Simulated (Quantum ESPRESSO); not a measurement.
## MgS (F-43m): a worked LO-TO splitting

Wanted: the LO mode of MgS (F-43m) from the TO mode and the field response.

Main program and level: Quantum ESPRESSO 7.5; DFT LDA, scalar-relativistic, plane waves, GBRV ultrasoft pseudopotentials.

## Step 1: Set-up

The structure is cubic, space group F-43m (No. 216). Conventional cell: a = 5.593 Å, b = 5.593 Å, c = 5.593 Å, α = 90.00°, β = 90.00°, γ = 90.00°. Nearest to Mg lie 4 S at 2.42 Å. Nearest to S lie 4 Mg at 2.42 Å. Farther neighbours and most contacts between anions are not listed.

This is the cell after its relaxation at this level of theory, not the database cell from which that began.

## Step 2: What the response run gave

A linear-response run on the relaxed cell, with the response to an electric field; only its zone-centre results are used. Cutoff 55 Ry, k mesh 8×8×8.

Output:

```text
[banners, grids, parts of the stress and lines that vanish by symmetry left out]
Program PHONON v.7.5
     Reading xml data from directory:

[...]
Exchange-correlation= PZ
                           (   1   1   0   0   0   0   0)
[...]
kinetic-energy cut-off    =      55.0000  Ry
     charge density cut-off    =     440.0000  Ry
     convergence threshold     =      1.0E-18
[...]
Exchange-correlation= PZ
                           (   1   1   0   0   0   0   0)
[...]
q = (   0.0000000   0.0000000   0.0000000 )
     25 Sym.Ops. (with q -> -q+G )
     G cutoff =  622.5151  (  45863 G-vectors)     FFT grid: ( 50, 50, 50)
     G cutoff =  311.2576  (  16361 G-vectors)  smooth grid: ( 36, 36, 36)
     number of k points=    29
[...]
Mode symmetry, T_d (-43m)  point group:
[...]
Dielectric constant
[...]
End of electric fields calculation
          Dielectric constant in cartesian axis
          (       4.211741296       0.000000000       0.000000000 )
          (       0.000000000       4.211741296       0.000000000 )
          (      -0.000000000      -0.000000000       4.211741296 )
          Effective charges (d Force / dE) in cartesian axis without acoustic sum rule applied (asr)
           atom    1  Mg    Mean Z*:        1.87305
      Ex  (        1.87305       -0.00000        0.00000 )
      Ey  (        0.00000        1.87305        0.00000 )
      Ez  (       -0.00000        0.00000        1.87305 )
           atom    2  S     Mean Z*:       -1.87383
      Ex  (       -1.87383       -0.00000        0.00000 )
      Ey  (       -0.00000       -1.87383        0.00000 )
      Ez  (        0.00000       -0.00000       -1.87383 )
          Effective charges Sum: Mean:       -0.00078
[...]
Effective charges (d Force / dE) in cartesian axis with asr applied:
           atom    1  Mg    Mean Z*:        1.87344
[...]
atom    2  S     Mean Z*:       -1.87344
[...]
Representation #   1 modes #   1   2   3
[...]
End of self-consistent calculation
     Convergence has been achieved
     Representation #   2 modes #   4   5   6
[...]
End of self-consistent calculation
     Convergence has been achieved
[...]
Dielectric constant in cartesian axis
          (       4.211741296       0.000000000       0.000000000 )
          (       0.000000000       4.211741296       0.000000000 )
          (      -0.000000000      -0.000000000       4.211741296 )
          Effective charges (d Force / dE) in cartesian axis without acoustic sum rule applied (asr)
           atom    1  Mg    Mean Z*:        1.87305
      Ex  (        1.87305       -0.00000        0.00000 )
      Ey  (        0.00000        1.87305        0.00000 )
      Ez  (       -0.00000        0.00000        1.87305 )
           atom    2  S     Mean Z*:       -1.87383
      Ex  (       -1.87383       -0.00000        0.00000 )
      Ey  (       -0.00000       -1.87383        0.00000 )
      Ez  (        0.00000       -0.00000       -1.87383 )
          Effective charges Sum: Mean:       -0.00078
[...]
Effective charges (d Force / dE) in cartesian axis with asr applied:
           atom    1  Mg    Mean Z*:        1.87344
[...]
atom    2  S     Mean Z*:       -1.87344
[...]
q = (    0.000000000   0.000000000   0.000000000 )
[...]
freq (    1) =      -0.349770 [THz] =     -11.667079 [cm-1]
     freq (    2) =      -0.349770 [THz] =     -11.667079 [cm-1]
     freq (    3) =      -0.349770 [THz] =     -11.667079 [cm-1]
     freq (    4) =      10.302147 [THz] =     343.642626 [cm-1]
     freq (    5) =      10.302147 [THz] =     343.642626 [cm-1]
     freq (    6) =      10.302147 [THz] =     343.642626 [cm-1]
[...]
Mode symmetry, T_d (-43m)  point group:
     freq (   1-   3) =        -11.7  [cm-1]   --> T_2  G_15 P_4   I+R
     freq (   4-   6) =        343.6  [cm-1]   --> T_2  G_15 P_4   I+R

   JOB DONE.
```

```
                       quantity   value
             cell volume Ω (Å³)  43.740
                 mass of Mg (u)  24.305
                  mass of S (u)  32.060
     Born charge of Mg, raw (e)   1.873
      Born charge of S, raw (e)  -1.874
                             ε∞   4.212
ω(TO) after the sum rule (cm⁻¹)   343.9
```

## Step 3: The calculation

The charges must sum to zero over the cell; taking off their mean, 0.000 e, leaves Z* = 1.873 e on Mg. In the polar mode Mg moves against S, so the reduced mass is μ = 24.30 × 32.06 / 56.37 = 13.825 u.

A longitudinal wave builds up a field that adds to the restoring force: ω(LO)² = ω(TO)² + 4π Z*² / (μ Ω ε∞), in Hartree atomic units. With μ = 25201 electron masses and Ω = 295.17 bohr³ the second term is 1.4078e-06 Ha², or 67811 cm⁻² (1 Ha = 219474.6 cm⁻¹).

So ω(LO) = √(118253 + 67811) = 431.4 cm⁻¹, and by the Lyddane-Sachs-Teller relation ε₀ = ε∞ (ω(LO)/ω(TO))² = 6.63.

## Step 4: Check against the program

The analysis program adds the same non-analytic term to the full matrix, here for q along (1 0 0).

Output:

```text
[banner, memory and clock lines left out]
Program DYNMAT v.7.5

     Reading Dynamical Matrix from file g.dyn
     ...Force constants read
     ...epsilon and Z* read

     Polarizability (A^3 units)
     multiply by 0.482956 for Clausius-Mossotti correction
        11.179040    0.000000   -0.000000
         0.000000   11.179040   -0.000000
         0.000000    0.000000   11.179040

     IR activities are in (D/A)^2/amu units

# mode   [cm-1]    [THz]      IR
    1     -0.00   -0.0000    0.0000
    2     -0.00   -0.0000    0.0000
    3     -0.00   -0.0000    0.0000
    4    343.88   10.3091    5.8573
    5    343.88   10.3091    5.8573
    6    431.35   12.9316    5.8573
```

ε₀ comes from the program's run without a direction of q.

| quantity | by hand | program |
| --- | --- | --- |
| ω(LO) (cm⁻¹) | 431.4 | 431.4 |
| ε₀ | 6.63 | 6.63 |

## Step 5: Results

| Property | Result |
| --- | --- |
| TO mode | 343.9 cm⁻¹ |
| LO mode | 431.4 cm⁻¹ |
| static dielectric constant | 6.627 |

What this shows: The LO mode of MgS (F-43m) lies at 431 cm⁻¹, 87 cm⁻¹ above the TO mode; the formula meets the program within 0.1 cm⁻¹, as it must for a cubic crystal with one polar mode. ω(LO)² − ω(TO)² goes with Z*²/ε∞: an error of 5 % in ε∞ would move the LO mode by 3.8 cm⁻¹, and semilocal functionals tend to overestimate ε∞. The acoustic modes of the response miss zero by 12 cm⁻¹, a numerical error that can touch the optical modes as well. These are harmonic values at zero temperature, at the volume of this functional, for the structure held cubic; stability elsewhere in the zone is no part of this calculation.

[Host names and launcher messages were left out of these logs when they were recorded.]

[Logs are printed without paths, hosts, clocks, repeated set-up lines and the standing remarks that a program may print on its own settings, such as how far it seeks lower states.]

[Hosts, paths, dates, database ids (printed as entryN), source tags and the programs' standing remarks are cut or masked in the printed files.]
